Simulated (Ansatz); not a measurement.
# F on Mo(110): change of the work function, part 2 of 3

Aim: the work function of Mo(110) at several coverages of F (hollow site), and the dipole that each adsorbate carries.

Ansatz 0.2.0; plane-wave DFT, PBE, Ansatz PAW.

So far, work function, upper face (eV): step 2 (the clean slab) 4.60.

### Step 3. Adsorbate added, k-mesh 6×6×1, coverage 0.25 ML

System of this step: Mo16F (F/Mo(110)). The cell holds 17 atoms: 16 Mo and 1 F. Cell: a = 5.456 Å, b = 5.456 Å, c = 26.182 Å, α = 90.0°, β = 90.0°, γ = 70.5°. Vacuum lies along c.

The clean slab as it ended is repeated in the plane and the adsorbate is set on one face; the cell's size fixes the coverage, and the k-mesh shrinks with it to keep the sampling density about even. Adsorbate and upper layers relax, since the dipole depends on the height.

input.yaml reads:

```yaml
crystal:
  lattice:
    - [4.4547727214, -3.15, 0.0]
    - [4.4547727214, 3.15, 0.0]
    - [0.0, 0.0, 26.1817312058]
  atoms:
    - { symbol: Mo, position: [0.0, 0.0, 0.3437511419] }
    - { symbol: Mo, position: [0.25, 0.25, 0.4288252092] }
    - { symbol: Mo, position: [0.0, 0.0, 0.5147484717] }
    - { symbol: Mo, position: [0.25, 0.25, 0.596719817] }
    - { symbol: Mo, position: [0.0, 0.5, 0.3437511419] }
    - { symbol: Mo, position: [0.25, 0.75, 0.4288252092] }
    - { symbol: Mo, position: [0.0, 0.5, 0.5147484717] }
    - { symbol: Mo, position: [0.25, 0.75, 0.596719817] }
    - { symbol: Mo, position: [0.5, 0.0, 0.3437511419] }
    - { symbol: Mo, position: [0.75, 0.25, 0.4288252092] }
    - { symbol: Mo, position: [0.5, 0.0, 0.5147484717] }
    - { symbol: Mo, position: [0.75, 0.25, 0.596719817] }
    - { symbol: Mo, position: [0.5, 0.5, 0.3437511419] }
    - { symbol: Mo, position: [0.75, 0.75, 0.4288252092] }
    - { symbol: Mo, position: [0.5, 0.5, 0.5147484717] }
    - { symbol: Mo, position: [0.75, 0.75, 0.596719817] }
    - { symbol: F, position: [0.42, 0.42, 0.6562488581] }
kpoints:
  mp_grid: { grid: [6, 6, 1] }
hamiltonian:
  xc: pbe
scf:
  occupations: { method: fermi_dirac, width: 0.1 }
  convergence: { dr2_threshold: 1.0e-08 }
efield:
  axis: 3
  dipole_correction: true
  ramp_position: 0.97
  ramp_width: 0.06
relax:
  f_tol: 0.02
  max_steps: 60
  constraints: [{ sites: [0, 1, 4, 5, 8, 9, 12, 13] }]
output:
  dos: { projected: true, e_range: [-8, 4] }
  write_potential: true
  write_density: true
  volumetric_format: npy
  elf: true
```

Started as:

```bash
$ ansatz run input.yaml --threads 4 --pin off --max-ram 6144MiB --backend cpu --events-out ev --progress --plain --runs-dir out
```

Numbers of over 12 decimals in the logs are rounded to 6 here.

What it wrote:

```text
[...]
Crystal: 17 atoms, lattice volume = 734.792 Å³
Basis set: ecut = 420 eV, 14327 PW (Γ), exchange–correlation on 80×80×360 points (8 copies of the dense FFT grid, shifted against one another)
Bands: 139, of which v1, the nominal top of the filled ones, is band 116 counted from 1 (115 counted from 0)
Symmetry: 2 space group operations
[...]
k-points: 13 of 36 (time reversal used)
[...]
SCF iter   1: F=—  HF=-80096.041698 eV  |F-HF|=—  |Δ(HF+E_count)|=         —  Δρ=4.00e-3  dr2=1.16e0  ethr=1.77e-3  p=0.014 e·Å  D=3.45e-3 V/Å  ΔV_dip=-0.09 eV  dr2_dipole=2.91e-1  V_vac-E_F(+/−)=4.71/4.80 eV  ⟨swp⟩=9.3  Hψ=9120  notcnv=0
[...]
SCF iter  10: F=-80096.022985 eV  HF=-80096.022985 eV  |F-HF|=1.37e-8  |Δ(HF+E_count)|=   4.73e-8  Δρ=4.24e-7  dr2=2.25e-9  ethr=4.33e-12  p=-0.006 e·Å  D=-1.43e-3 V/Å  ΔV_dip=0.04 eV  dr2_dipole=1.60e-10  V_vac-E_F(+/−)=4.71/4.67 eV  ⟨swp⟩=10.6  Hψ=12801  notcnv=0
SCF 1 converged in 10 iterations: F = -80096.022985 eV  dr2 = 2.25e-9
[...]
relax step   1: F+E_penalty+E_count = -80096.02298472 eV  Δ(F+E_penalty+E_count) = +0.000e0 eV  max|allowed force component| = 6.317e-1 eV/Å  Δτ_max = 0.0000 Å  (10 SCF iters, accepted)
[...]
SCF iter  10: F=-80096.054934 eV  HF=-80096.054934 eV  |F-HF|=1.57e-8  |Δ(HF+E_count)|=   1.32e-8  Δρ=6.33e-7  dr2=3.95e-9  ethr=4.33e-12  p=-0.016 e·Å  D=-3.86e-3 V/Å  ΔV_dip=0.10 eV  dr2_dipole=8.15e-12  V_vac-E_F(+/−)=4.76/4.66 eV  ⟨swp⟩=11.7  Hψ=13493  notcnv=0
SCF 2 converged in 10 iterations: F = -80096.054934 eV  dr2 = 3.95e-9
relax step   2: F+E_penalty+E_count = -80096.05493420 eV  Δ(F+E_penalty+E_count) = -3.195e-2 eV  max|allowed force component| = 6.816e-1 eV/Å  Δτ_max = 0.1920 Å  (10 SCF iters, accepted)
SCF iter   1: F=—  HF=-80096.168986 eV  |F-HF|=—  |Δ(HF+E_count)|=         —  Δρ=4.33e-3  dr2=1.59e-1  ethr=5.08e-4  p=-0.016 e·Å  D=-3.86e-3 V/Å  ΔV_dip=0.10 eV  dr2_dipole=2.84e-2  V_vac-E_F(+/−)=4.75/4.65 eV  ⟨swp⟩=4.8  Hψ=3592  notcnv=0
[...]
SCF iter   9: F=-80096.149396 eV  HF=-80096.149396 eV  |F-HF|=1.66e-8  |Δ(HF+E_count)|=   8.96e-8  Δρ=6.09e-7  dr2=8.41e-9  ethr=4.33e-12  p=-0.006 e·Å  D=-1.38e-3 V/Å  ΔV_dip=0.04 eV  dr2_dipole=2.06e-10  V_vac-E_F(+/−)=4.70/4.67 eV  ⟨swp⟩=9.3  Hψ=14657  notcnv=0
SCF 3 converged in 9 iterations: F = -80096.149396 eV  dr2 = 8.41e-9
relax step   3: F+E_penalty+E_count = -80096.14939627 eV  Δ(F+E_penalty+E_count) = -9.446e-2 eV  max|allowed force component| = 2.352e-1 eV/Å  Δτ_max = 0.0797 Å  (9 SCF iters, accepted)
[...]
relax step   4: F+E_penalty+E_count = -80096.15645972 eV  Δ(F+E_penalty+E_count) = -7.063e-3 eV  max|allowed force component| = 4.942e-2 eV/Å  Δτ_max = 0.0266 Å  (8 SCF iters, accepted)
[...]
relax step   5: F+E_penalty+E_count = -80096.15717238 eV  Δ(F+E_penalty+E_count) = -7.127e-4 eV  max|allowed force component| = 3.140e-2 eV/Å  Δτ_max = 0.0057 Å  (7 SCF iters, accepted)
SCF iter   1: F=—  HF=-80096.157124 eV  |F-HF|=—  |Δ(HF+E_count)|=         —  Δρ=2.63e-4  dr2=1.78e-3  ethr=3.89e-6  p=0.000 e·Å  D=1.18e-4 V/Å  ΔV_dip=-0.00 eV  dr2_dipole=3.62e-4  V_vac-E_F(+/−)=4.66/4.67 eV  ⟨swp⟩=2.0  Hψ=2872  notcnv=0
[...]
SCF iter   7: F=-80096.157333 eV  HF=-80096.157333 eV  |F-HF|=1.16e-8  |Δ(HF+E_count)|=   3.28e-8  Δρ=3.88e-7  dr2=1.48e-9  ethr=4.33e-12  p=0.000 e·Å  D=7.62e-5 V/Å  ΔV_dip=-0.00 eV  dr2_dipole=4.21e-11  V_vac-E_F(+/−)=4.66/4.67 eV  ⟨swp⟩=11.0  Hψ=13117  notcnv=0
SCF 6 converged in 7 iterations: F = -80096.157333 eV  dr2 = 1.48e-9
relax step   6: F+E_penalty+E_count = -80096.15733260 eV  Δ(F+E_penalty+E_count) = -1.602e-4 eV  max|allowed force component| = 1.216e-2 eV/Å  Δτ_max = 0.0036 Å  (7 SCF iters, accepted)
NSCF: frozen V_eff on 13 k-points
[...]
SCF converged after 7 iterations
Free energy (F): -80096.157333 eV
[...]
Internal energy: -80095.687254 eV  (E = F + TS)
E sigma→0 (E₀):  -80095.922293 eV
Entropy (-TS):   -0.470079 eV (-27.652 meV/atom)
Fermi energy:    4.324061 eV
Dipole field:    D = 0.000081 V/Å  (p = 0.000328 e·Å, saw-weighted, corrected)
Work function:   Φ+ = 4.6648 eV   Φ− = 4.6669 eV
[...]
--- Forces (eV/Å), atoms counted from 1 ---
  atom   1  Mo     0.00658358    -0.00000000     0.50666325
  atom   2  Mo     0.08039502     0.00000000    -0.56130207
  atom   3  Mo    -0.00355210     0.00000000     0.00654290
  atom   4  Mo    -0.00381933    -0.00000000    -0.00565819
  atom   5  Mo     0.00592536    -0.02215449     0.54198554
  atom   6  Mo    -0.01527528     0.00322666    -0.44995067
  atom   7  Mo     0.00747812     0.00228495    -0.00187560
  atom   8  Mo     0.00553280    -0.00001920    -0.00789732
  atom   9  Mo     0.00592536     0.02215449     0.54198554
  atom  10  Mo    -0.01527528    -0.00322666    -0.44995067
  atom  11  Mo     0.00747812    -0.00228495    -0.00187560
  atom  12  Mo     0.00553280     0.00001920    -0.00789732
  atom  13  Mo    -0.01758548    -0.00000000     0.43314506
  atom  14  Mo    -0.04965105     0.00000000    -0.54651950
  atom  15  Mo    -0.00692965     0.00000000    -0.00095136
  atom  16  Mo    -0.01216005    -0.00000000    -0.00603522
  atom  17  F     -0.00059304    -0.00000000     0.00960395
  max |Σ_I F_I| component: 1.27e-5 eV/Å
--- Band table (eV; the first three rows and the last of 13) ---
  k-point 0: bands = [... 112 lower, 4.8905, 5.0553, 5.2255, 5.2696, 5.3679, 5.4737, 5.4764, 5.4991, ... 19 higher]
  k-point 1: bands = [... 112 lower, 4.7282, 4.7887, 4.9642, 4.9966, 5.0548, 5.2315, 5.3134, 5.3570, ... 19 higher]
  k-point 2: bands = [... 112 lower, 3.9542, 4.0242, 4.2484, 4.3364, 4.5857, 4.7857, 4.8936, 5.0731, ... 19 higher]
  k-point 12: bands = [... 112 lower, 3.5789, 3.6126, 3.6296, 3.6902, 3.7508, 3.7708, 3.8800, 4.1574, ... 19 higher]
--- Relaxed structure (6 steps of the walk, 6 accepted, 0 SCFs on fresh bases) ---
  F+E_penalty+E_count = -80096.15733260 eV   max|allowed force component| = 1.216e-2 eV/Å
  atoms:
    - { symbol: Mo, position: [0.0, 0.0, 0.343751] }
    - { symbol: Mo, position: [0.25, 0.25, 0.428825] }
    - { symbol: Mo, position: [0.00226362, 0.00226362, 0.513805] }
    - { symbol: Mo, position: [0.236154, 0.236154, 0.598554] }
    - { symbol: Mo, position: [2.7755575615628914e-17, 0.5, 0.343751] }
    - { symbol: Mo, position: [0.250000, 0.75, 0.428825] }
    - { symbol: Mo, position: [0.00246854, 0.500250, 0.515155] }
    - { symbol: Mo, position: [0.258967, 0.758747, 0.598511] }
    - { symbol: Mo, position: [0.5, 2.7755575615628914e-17, 0.343751] }
    - { symbol: Mo, position: [0.75, 0.250000, 0.428825] }
    - { symbol: Mo, position: [0.500250, 0.00246854, 0.515155] }
    - { symbol: Mo, position: [0.758747, 0.258967, 0.598511] }
    - { symbol: Mo, position: [0.5, 0.5, 0.343751] }
    - { symbol: Mo, position: [0.75, 0.75, 0.428825] }
    - { symbol: Mo, position: [0.499477, 0.499477, 0.515094] }
    - { symbol: Mo, position: [0.759506, 0.759506, 0.594723] }
    - { symbol: F, position: [0.409341, 0.409341, 0.654941] }
```

Elapsed: 4.1 min, on 4 threads of AMD EPYC 7R43, shared host; peak memory 2.9 GiB; 16 min of CPU time.

This run has no spin polarisation although its electron count is odd.

The steps of the relaxation:

```
step  energy less that of the first step (eV)  largest force component (eV/Å)
   1                                   0.0000                          0.6317
   2                                  -0.0319                          0.6816
   3                                  -0.1264                          0.2352
   4                                  -0.1335                          0.0494
   5                                  -0.1342                          0.0314
   6                                  -0.1343                          0.0122
```

The run keeps the 2 symmetry operations that it works with, so distortions that break them were not tested.

The atoms that moved most (Å):

```
atom      dx      dy      dz  length
 Mo4  -0.123   0.000   0.048   0.132
 F17  -0.095   0.000  -0.034   0.101
Mo16   0.085   0.000  -0.052   0.100
Mo12   0.079   0.001   0.047   0.092
 Mo8   0.079  -0.001   0.047   0.092
 Mo3   0.020   0.000  -0.025   0.032
Mo11   0.012   0.007   0.011   0.018
 Mo7   0.012  -0.007   0.011   0.018
```

Final coordinates:

```xyz
17
Lattice="4.4548 -3.1500 0.0000 4.4548 3.1500 0.0000 0.0000 0.0000 26.1817" Properties=species:S:1:pos:R:3
Mo    0.0000    0.0000    9.0000
Mo    2.2274    0.0000   11.2274
Mo    0.0202    0.0000   13.4523
Mo    2.1040    0.0000   15.6712
Mo    2.2274    1.5750    9.0000
Mo    4.4548    1.5750   11.2274
Mo    2.2395    1.5680   13.4877
Mo    4.5337    1.5743   15.6701
Mo    2.2274   -1.5750    9.0000
Mo    4.4548   -1.5750   11.2274
Mo    2.2395   -1.5680   13.4877
Mo    4.5337   -1.5743   15.6701
Mo    4.4548    0.0000    9.0000
Mo    6.6822    0.0000   11.2274
Mo    4.4501    0.0000   13.4861
Mo    6.7669    0.0000   15.5709
F     3.6470    0.0000   17.1475
```

This step gave:

```
energy at zero smearing   : -80095.9223 eV
work function, upper face : 4.665 eV
dipole along the normal   : 3.28e-4 e·Å
```

Running mean over 2.227 Å of the planar mean; the ramp of the sawtooth is left out. Electron's electrostatic potential energy less the Fermi level against z:

```
z (Å)  electron's electrostatic potential energy less the Fermi level (eV)
    4                                                                 4.67
    5                                                                 4.65
    6                                                                 4.52
    7                                                                 3.18
    8                                                                -6.00
    9                                                                -12.4
   10                                                                -12.7
   11                                                                -12.9
   12                                                                -12.7
   13                                                                -12.8
   14                                                                -13.2
   15                                                                -13.3
   16                                                                -12.3
   17                                                                -2.81
   18                                                                 3.26
   19                                                                 4.59
   20                                                                 4.66
   21                                                                 4.66
   22                                                                 4.66
   23                                                                 4.66
```

The density of states has structure finer than the step of the table below, so its rows give means over 0.25 eV, whole bins alone (the curve runs from -8 to 1.47 eV). Peaks (eV: height): -6.710: 59.0, -3.850: 29.6, -2.950: 29.7, -2.710: 29.7, -2.050: 26.2, -1.440: 29.6, 1.110: 26.4.

The density of states by energy, zero at the Fermi level; means over each step:

energy (eV), density of states (states/eV a cell) and a bar:
```
    -7.50        0.0 
    -7.25        0.1 
    -7.00        6.5 ########
    -6.75       15.3 ###################
    -6.50        1.0 #
    -6.25        0.9 #
    -6.00        1.1 #
    -5.75        1.1 #
    -5.50        1.6 ##
    -5.25        2.7 ###
    -5.00        7.0 ########
    -4.75       14.8 ##################
    -4.50       17.8 ######################
    -4.25       16.8 ####################
    -4.00       18.0 ######################
    -3.75       24.5 ##############################
    -3.50       20.0 ########################
    -3.25       21.3 ##########################
    -3.00       23.3 ############################
    -2.75       23.4 ############################
    -2.50       19.1 #######################
    -2.25       21.2 ##########################
    -2.00       19.6 ########################
    -1.75       24.7 ##############################
    -1.50       23.5 #############################
    -1.25       17.5 #####################
    -1.00       15.0 ##################
    -0.75       12.1 ###############
    -0.50       13.3 ################
    -0.25       11.6 ##############
     0.00       14.9 ##################
     0.25       16.1 ####################
     0.50       19.9 ########################
     0.75       20.5 #########################
     1.00       23.8 #############################
     1.25       24.1 #############################
```

Projected DOS per atom over height of the atomic layer and energy from the Fermi level. Layers: Mo4 Mo4 Mo4 Mo4 F from below.

Values in states/eV, 22 rows by 5 columns, each cell a mean:
```
1.4 1.6 1.4 1.4 0.1
1.4 1.3 1.3 1.3 0.1
1.4 0.9 0.9 1.2 0.1
1.1 0.6 0.6 1.1 0.1
1.2 0.5 0.5 0.9 0.1
1.1 0.5 0.5 1.1 0.1
1.7 0.8 0.8 1.3 0.1
1.7 1.2 1.2 1.6 0.1
1.4 1.2 1.1 1.3 0.1
1.5 1.4 1.2 1.3 0.1
1.1 1.7 1.8 1.1 0.1
1.1 1.3 1.3 1.1 0.2
1.2 1.4 1.3 1.2 0.2
0.6 1.5 1.5 0.7 0.1
0.4 1.2 1.3 0.4 0.1
0.1 0.3 0.3 0.1 0.0
0.0 0.1 0.1 0.0 0.0
0.0 0.1 0.1 0.0 0.0
0.0 0.1 0.1 0.2 4.4
0.0 0.0 0.0 0.4 7.0
0.0 0.0 0.0 0.0 0.0
0.0 0.0 0.0 0.0 0.0
```
Columns: height of the atomic layer (Å) from 9 to 17.1 (not evenly spaced); rows upwards: energy from the Fermi level (eV) from -7.96 to 1.45.

ELF in the ca plane at fractional y = 0.000, with atoms of Mo within 0.2 Å of it. It is the smooth field of the valence electrons, not physical close to the nuclei.

Ten even steps from '0' (0.00) to '9' (0.75), each cell a mean:
```
98884454454388895354455553210000000000000000
68853543345248863444455553200000000000000000
34434543345434433544455543100000000000000000
44345543445543335543455542100000000000000000
34434543345434433543445431000000000000000000
69853543345358973443344421000000000000000000
98884454454388796344445421000000000000000000
96694454454487596354455531000000000000000000
89973454344369984354455542100000000000000000
46643543345335643454445653100000000000000000
44335543445543335654455553210000000000000000
44334543445543335655455553210000000000000000
47643543345336743554445553210000000000000000
89973454454379984454445553210000000000000000
96694454454497596355455553210000000000000000
```
Columns run along c (16.0 Å, from fractional 0.32 to 0.93 of the cell), rows up along a (5.5 Å). Atoms in or near the plane, at fractional coordinates: Mo at (0.34, 0.00), Mo at (0.51, 0.00), Mo at (0.34, 0.50), Mo at (0.52, 0.50).

Valence density in the ca plane at fractional y = 0.000, with atoms of Mo within 0.2 Å of it. It is the smooth field of the valence electrons, not physical close to the nuclei.

Ten steps, logarithmic in the rise over the least value, from '0' (0.0 e/Å³) to '9' (6.5 e/Å³), each cell a mean:
```
89985333333589996433332110000000000000000000
68864333333468874333332110000000000000000000
45543333333345543333432110000000000000000000
34433334433334433334432110000000000000000000
45543333333345544334432110000000000000000000
78864333333468875333332100000000000000000000
89985333333589996433332100000000000000000000
99986433333589997433332110000000000000000000
89975333333479985433332110000000000000000000
57654333333356764334433210000000000000000000
34433334433334443344443210000000000000000000
34433333433334443344443210000000000000000000
57754333333357764334433210000000000000000000
89975333333479985433332210000000000000000000
99986433333589996433332110000000000000000000
```
Columns run along c (16.0 Å, from fractional 0.32 to 0.93 of the cell), rows up along a (5.5 Å). Atoms in or near the plane, at fractional coordinates: Mo at (0.34, 0.00), Mo at (0.51, 0.00), Mo at (0.34, 0.50), Mo at (0.52, 0.50).

Electrostatic potential energy in the ca plane at fractional y = 0.000, with atoms of Mo within 0.2 Å of it. With pseudopotentials it is smooth inside the atoms' cores, unlike the true potential.

Values in eV, 8 rows by 16 columns, each cell a mean:
```
-52 -21   4   4 -28 -46   1   4   7   9   9   9   9   9   9   9
 -5   2   3   3   0  -4   4   2   6   8   9   9   9   9   9   9
-15  -3   3   3  -5 -14   3   2   6   8   9   9   9   9   9   9
-61 -27   4   4 -34 -57  -1   5   7   9   9   9   9   9   9   9
-52 -21   4   4 -26 -48   0   4   7   9   9   9   9   9   9   9
 -5   2   3   3   0  -4   3   0   6   8   9   9   9   9   9   9
-15  -3   3   3  -7 -14   3   1   6   9   9   9   9   9   9   9
-61 -27   4   4 -37 -55   0   5   7   9   9   9   9   9   9   9
```
Columns run along c (16.0 Å, from fractional 0.32 to 0.93 of the cell; values clipped at the 3rd and 97th percentile), rows up along a (5.5 Å). Atoms in or near the plane, at fractional coordinates: Mo at (0.34, 0.00), Mo at (0.51, 0.00), Mo at (0.34, 0.50), Mo at (0.52, 0.50).

The relaxation took 6 steps and lowered the energy by 0.13 eV; the largest force on the free atoms ends at 0.012 eV/Å.

The covered face has 4.66 eV, +0.07 eV against the clean one; the bare back face has moved by -0.03 eV, a measure of how thin the slab is.

(Part 2 of 3 ends here.)

[Logs are printed without paths, hosts, clocks, repeated set-up lines and the standing remarks that a program may print on its own settings, such as how far it seeks lower states.]

[Hosts, paths, dates, database ids (printed as entryN), source tags and the programs' standing remarks are cut or masked in the printed files.]

[Maps of the electrostatic potential energy from Ansatz leave out the sawtooth potential of an applied field or a dipole correction, so their vacuum need not be flat; planar profiles and work functions include it.]

[The density of states shown here was stored with 400 of the rows of the run's finer table, so its peaks can read low, often by over a quarter, or be missed, and its means over a window can be off by a tenth or more.]
